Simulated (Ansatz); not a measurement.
# Relaxing VOF3 (P2_1/c) (120 atoms)

Wanted: the relaxed structure of VOF3 (P2_1/c) (120 atoms) and its electronic structure.

Main program and level: Ansatz 0.2.0; Kohn-Sham DFT, PBEsol, PAW (set soft_2), plane waves.

### Step 1. The starting structure

The cell holds 120 atoms: 24 V, 24 O and 72 F. Cell: a = 11.138 Å, b = 15.021 Å, c = 9.341 Å, α = 90.0°, β = 91.3°, γ = 90.0°. It derives from VOF3 (P2_1/c), repeated 2×3×1. VOF3, space group P2_1/c, structure from the Crystallography Open Database, 2 x 3 x 1 conventional cells; every coordinate displaced by a Gaussian of 0.02 Å.

Limits known from the start: Only the Γ point is sampled, in a cell whose shortest periodic width is 9 Å.

### Step 2. Single point at the start

The forces at the start show how far the geometry lies from a minimum of this functional.

Contents of input.yaml:

```yaml
crystal:
  lattice:
    - [11.138, 0.0, 0.0]
    - [0.0, 15.021, 0.0]
    - [-0.21518, 0.0, 9.33852]
  atoms:
    - { symbol: V, position: [0.33619, 0.30902, 0.37466] }
    - { symbol: V, position: [0.17051, 0.14156, 0.12998] }
    - { symbol: V, position: [0.17022, 0.0251, 0.62525] }
    - { symbol: V, position: [0.33358, 0.19255, 0.87675] }
    [... 110 atom lines left out ...]
    - { symbol: F, position: [0.54961, 0.96468, 0.68978] }
    - { symbol: F, position: [0.95074, 0.79738, 0.81041] }
    - { symbol: F, position: [0.77405, 0.92553, 0.20828] }
    - { symbol: F, position: [0.72573, 0.76102, 0.28458] }
    - { symbol: F, position: [0.72523, 0.74233, 0.78553] }
    - { symbol: F, position: [0.77941, 0.90796, 0.71421] }
kpoints:
  mp_grid: { grid: [1, 1, 1] }
hamiltonian:
  xc: pbesol
scf:
  occupations: { method: fixed }
output:
  forces: true
  stress: true
  populations: intrinsic
  dos:
    method: { smearing: { sigma: 0.15 } }
    de: 0.1
    projected: { site_lists: { F: [F], O: [O], V: [V] } }
  eigenvalues: true
```

On the command line:

```console
$ ansatz run input.yaml --threads 4 --pin off --max-ram 8192MiB --backend cpu --events-out ev --progress --plain --runs-dir out
```

Elapsed: 53 s, on 4 threads of Arm Neoverse V2, shared host; peak memory 2.6 GiB; 3.4 min of CPU time.

Numbers from this run:

```
free energy                                      : -140393.8333 eV
free energy per atom                             : -1169.9486 eV/atom
SCF cycles                                       : 18
pressure                                         : 2.086 GPa
r.m.s. force component                           : 0.7238 eV/Å
longest force                                    : 4.259 eV/Å
Fermi energy                                     : 1.233 eV
gap (highest filled to lowest empty level) : 3.011 eV
```

The r.m.s. force component of 0.72 eV/Å and the pressure of 2.1 GPa set the starting point.

Neighbours are counted within 2.46 Å (F-V), 2.56 Å (O-V).

Length of the force by element and coordination:

| element | coordination | atoms | mean length of the force (eV/Å) | spread | least | most |
| --- | --- | --- | --- | --- | --- | --- |
| F | all | 72 | 0.590 | 0.453 | 0.114 | 2.40 |
| F | 1 | 24 | 0.831 | 0.596 | 0.156 | 2.40 |
| F | 2 | 48 | 0.470 | 0.294 | 0.114 | 1.32 |
| O | all | 24 | 1.05 | 0.848 | 0.114 | 3.94 |
| V | all | 24 | 1.85 | 0.978 | 0.212 | 4.26 |

### Step 3. Relaxation

With the cell held, the atoms are moved downhill towards a nearby minimum.

input.yaml, the sections that differ from step 2:

```yaml
output:
  forces: true
relax:
  f_tol: 0.05
  max_steps: 187
# crystal, kpoints, hamiltonian, scf: as in step 2
```

The job ended after 1.8 min (4 threads; peak memory 2.4 GiB; 7 min of CPU time).

Step by step:

```
step  energy less that of the first step (eV)  largest force component (eV/Å)
   1                                   0.0000                          3.6404
   2                                  -1.2164                          1.7655
   3                                  -1.7940                          0.1118
   4                                  -1.8393                          0.0151
```

The atoms that moved most (Å):

| atom | dx | dy | dz | length |
| --- | --- | --- | --- | --- |
| F59 | 0.003 | -0.131 | -0.004 | 0.131 |
| F60 | -0.021 | -0.118 | 0.025 | 0.122 |
| F98 | -0.020 | 0.116 | 0.001 | 0.118 |
| F119 | 0.013 | -0.111 | 0.016 | 0.113 |
| F120 | -0.061 | -0.094 | -0.011 | 0.113 |
| F78 | 0.036 | 0.103 | -0.020 | 0.111 |
| F40 | -0.022 | -0.108 | 0.006 | 0.110 |
| F117 | -0.006 | 0.100 | 0.044 | 0.110 |

The relaxation changed the energy by -15.3 meV/atom, and atoms moved by 0.072 Å r.m.s., 0.13 Å at most.

### Step 4. Distances and neighbours after relaxation

Bonds before and after, by the cutoffs listed below:

```csv
pair,bonds before,bonds after,mean before (Å),mean after (Å),spread before (Å),spread after (Å)
F-V,120,120,1.936,1.957,0.202,0.240
O-V,24,24,1.555,1.553,0.024,0.000
```

Density 3.16 g/cm³, 13.02 Å³ an atom.

g(r), total and by pair (bins of 0.2 Å):

```csv
r (Å),total,F-F,F-O,F-V,O-O,O-V,V-V
1.50,0.83,0.00,0.00,0.00,0.00,10.45,0.00
1.70,1.35,0.00,0.00,5.65,0.00,0.00,0.00
1.90,1.09,0.00,0.00,4.54,0.00,0.00,0.00
2.10,0.00,0.00,0.00,0.00,0.00,0.00,0.00
2.30,0.38,0.53,0.00,0.77,0.00,0.00,0.00
2.50,1.12,1.74,1.30,0.73,0.00,0.00,0.00
2.70,2.29,3.95,3.62,0.00,0.00,0.00,0.00
2.90,1.08,0.05,3.94,0.00,2.92,0.00,0.00
3.10,1.20,1.79,1.85,0.00,0.00,0.00,2.65
3.30,0.93,1.08,0.83,1.42,0.00,0.00,0.00
3.50,0.52,0.90,0.00,0.83,0.00,0.00,0.00
3.70,0.37,0.21,0.00,0.64,0.00,1.82,0.00
3.90,1.16,0.00,1.14,1.73,1.70,3.37,3.37
4.10,0.86,0.86,0.52,0.50,1.49,3.01,0.00
4.30,0.80,0.16,0.45,1.93,0.00,1.41,1.35
4.50,0.82,0.42,0.85,1.08,0.00,2.62,0.00
4.70,1.25,1.57,1.93,0.54,2.31,0.00,0.00
4.90,1.13,1.79,0.37,0.73,3.31,0.00,2.10
5.10,2.12,2.43,2.01,1.67,1.97,1.00,5.05
5.30,0.61,0.93,0.60,0.26,0.00,0.92,0.00
5.50,1.20,1.23,1.69,0.34,3.42,0.88,1.67
5.70,0.82,0.62,0.65,1.28,0.00,0.81,1.58
5.90,0.99,1.07,0.87,1.53,0.00,0.00,0.72
6.10,0.76,0.61,0.65,1.17,0.00,1.30,0.00
6.30,0.59,0.43,0.49,0.65,1.31,1.36,0.00
6.50,0.66,0.41,0.61,1.20,0.00,0.62,0.60
6.70,1.03,0.93,0.95,1.75,1.18,0.00,0.00
6.90,1.19,1.36,1.28,1.44,0.00,0.56,0.00
```

Bonds by pair of elements; cutoffs follow the first minimum of g(r), held within bounds set by covalent radii, and pairs that aren't listed don't count as bonded:

```csv
pair A-B,cutoff (Å),bonds,mean length (Å),spread (Å),shortest (Å),B about A,A about B
F-V,2.46,120,1.96,0.24,1.72,1.67,5
O-V,2.56,24,1.55,0,1.55,1,1
```

How many atoms have how many bonded neighbours:

```
element  mean   1   2   6
      F  1.67  24  48   0
      O     1  24   0   0
      V     6   0   0  24
```

Bond angles, per cent of each kind in bins of 5°:

```
angle (°)  F-V-F  F-V-O  V-F-V
    70–75   10.0    0.0    0.0
    75–80   40.0    0.0    0.0
    80–85    0.0    0.0    0.0
    85–90   10.0    0.0    0.0
    90–95   10.0    0.0    0.0
   95–100    0.0   20.0    0.0
  100–105   10.0   60.0    0.0
  105–110    0.0    0.0   50.0
  110–115    0.0    0.0    0.0
  115–120    0.0    0.0    0.0
  120–125    0.0    0.0    0.0
  125–130    0.0    0.0    0.0
  130–135    0.0    0.0    0.0
  135–140    0.0    0.0   50.0
  140–145    0.0    0.0    0.0
  145–150    0.0    0.0    0.0
  150–155   20.0    0.0    0.0
  155–160    0.0    0.0    0.0
  160–165    0.0    0.0    0.0
  165–170    0.0    0.0    0.0
  170–175    0.0    0.0    0.0
  175–180    0.0   20.0    0.0
```

Bond angles (no mean is given where the spread exceeds 20°):

```
angle  count  mean (°)  spread (°)
F-V-F    240         -           -
F-V-O    120         -           -
V-F-V     48       123        15.9
```

Bond length by coordination (bonds to H left out):

```
element  coordination  atoms  mean bond length (Å)
      F             1     24                  1.72
      F             2     48                  2.02
```

By these cutoffs 67 % of F atoms have 2, all O atoms have 1 and all V atoms have 6 bonded neighbours. Bonds at F atoms with 1 neighbour average 1.72 Å, against 2.02 Å at those with 2.

### Step 5. Single point at the relaxed geometry

The electronic structure is read at the final geometry, in a run of its own.

Contents of input.yaml:

```yaml
crystal:
  lattice:
    - [11.138, 0.0, 0.0]
    - [0.0, 15.021, 0.0]
    - [-0.21518, 0.0, 9.33852]
  atoms:
    - { symbol: V, position: [0.33545, 0.30547, 0.37712] }
    - { symbol: V, position: [0.16489, 0.13882, 0.12279] }
    - { symbol: V, position: [0.16446, 0.02818, 0.6227] }
    - { symbol: V, position: [0.33619, 0.19471, 0.87698] }
    [... 110 atom lines left out ...]
    - { symbol: F, position: [0.54839, 0.96422, 0.68301] }
    - { symbol: F, position: [0.95186, 0.79725, 0.81774] }
    - { symbol: F, position: [0.77359, 0.93221, 0.21294] }
    - { symbol: F, position: [0.72585, 0.76547, 0.28727] }
    - { symbol: F, position: [0.7264, 0.73492, 0.78727] }
    - { symbol: F, position: [0.7739, 0.90171, 0.71306] }
kpoints:
  mp_grid: { grid: [1, 1, 1] }
hamiltonian:
  xc: pbesol
scf:
  occupations: { method: fixed }
output:
  forces: true
  stress: true
  populations: intrinsic
  dos:
    method: { smearing: { sigma: 0.15 } }
    de: 0.1
    projected: { site_lists: { F: [F], O: [O], V: [V] } }
  eigenvalues: true
  write_density: true
  write_potential: true
  volumetric_format: npy
  elf: true
```

Elapsed: 47 s, on 4 threads; peak memory 2.6 GiB.

The run gave:

- free energy: -140395.6726 eV
- free energy per atom: -1169.9639 eV/atom
- SCF cycles: 14
- pressure: 1.303 GPa
- r.m.s. force component: 0.00526 eV/Å
- longest force: 0.01836 eV/Å
- Fermi energy: 0.9215 eV
- gap (highest filled to lowest empty level): 3.44 eV

Intrinsic-atomic-orbital charges by element and coordination:

```csv
element,coordination,atoms,mean charge (e),spread,least,most
F,all,72,-0.409,0.0496,-0.459,-0.341
F,1,24,-0.341,1.0e-4,-0.342,-0.341
F,2,48,-0.443,0.0154,-0.459,-0.427
O,all,24,-0.260,2.0e-4,-0.261,-0.260
V,all,24,1.49,1.0e-4,1.49,1.49
```

Density of states as counts of states in windows of 1 eV (from the Fermi level), total and the larger projections:

```csv
from (eV),to (eV),total,F p,V d,O p
-14,-5,0.0,0.0,0.0,0.0
-5,-4,44.4,34.1,8.4,0.6
-4,-3,99.3,74.6,17.6,4.3
-3,-2,122.3,90.2,18.4,10.9
-2,-1,163.5,127.4,12.2,21.0
-1,0,131.6,59.1,11.1,58.4
0,1,15.0,6.2,1.0,7.6
1,3,0.0,0.0,0.0,0.0
3,4,47.4,9.7,36.7,0.4
4,5,76.8,6.9,49.8,18.1
```

With fixed occupations the program's Fermi level is the highest filled level; weight inside the gap is the broadening of levels at its edges.

Between -26 and -14 eV lie 192 more states.

The stored curve holds about 768 of the 960 electrons; the rest, give or take the few that broadening carries across the Fermi level, lie in deeper levels below its range.

The levels nearest the highest filled one (over half full), pooled over k-points and spins:

| level less the highest filled one (eV) | occupation |
| --- | --- |
| -0.0548 | 2 |
| -0.0379 | 2 |
| -0.0378 | 2 |
| -0.015 | 2 |
| -7.0e-4 | 2 |
| 0 | 2 |
| 3.44 | 0 |
| 3.47 | 0 |
| 3.47 | 0 |
| 3.48 | 0 |
| 3.48 | 0 |
| 3.48 | 0 |

Mean intrinsic-atomic-orbital charges: F -0.41, O -0.26, V +1.49 e.

1 further run on a deliberately doubtful input is not shown.

### Step 6. What came out

```yaml
energy_change_in_the_relaxation: -15.33 meV/atom
r_m_s_displacement: 0.072 Å
largest_displacement: 0.131 Å
free_energy_per_atom: -1169.9639 eV/atom
density: 3.161 g/cm³
pressure: 1.303 GPa
r_m_s_force_component: 0.00526 eV/Å
spacing_of_highest_filled_and_lowest_empty_level: 3.44 eV
wall_time_of_the_4_dft_runs_those_left_out_included: 3.7 min
```

What this shows: Relaxation lowers the energy by 15.3 meV/atom and moves atoms by 0.072 Å r.m.s.; the r.m.s. force component goes from 0.72 to 0.0053 eV/Å, the pressure goes from 2.1 to 1.3 GPa, and the gap from 3.01 to 3.44 eV. By the final cutoffs no bond was broken or made. First to last step the energy falls by 1.839 eV; the largest move, 0.13 Å, is that of F59. The F-V bonds change most in mean length: from 1.936 Å (spread 0.202) to 1.957 Å (spread 0.240). With the cutoffs above, 67 % of F atoms have 2, all O atoms have 1 and all V atoms have 6 bonded neighbours. The highest filled and lowest empty levels differ by 3.44 eV at Γ alone; the mesh holds the band edges only if they fold onto it, so the gap at this level can be narrower or closed, while semilocal functionals tend to narrow gaps against experiment.

[Logs are printed without paths, hosts, clocks, repeated set-up lines and the standing remarks that a program may print on its own settings, such as how far it seeks lower states.]

[Hosts, paths, dates, database ids (printed as entryN), source tags and the programs' standing remarks are cut or masked in the printed files.]
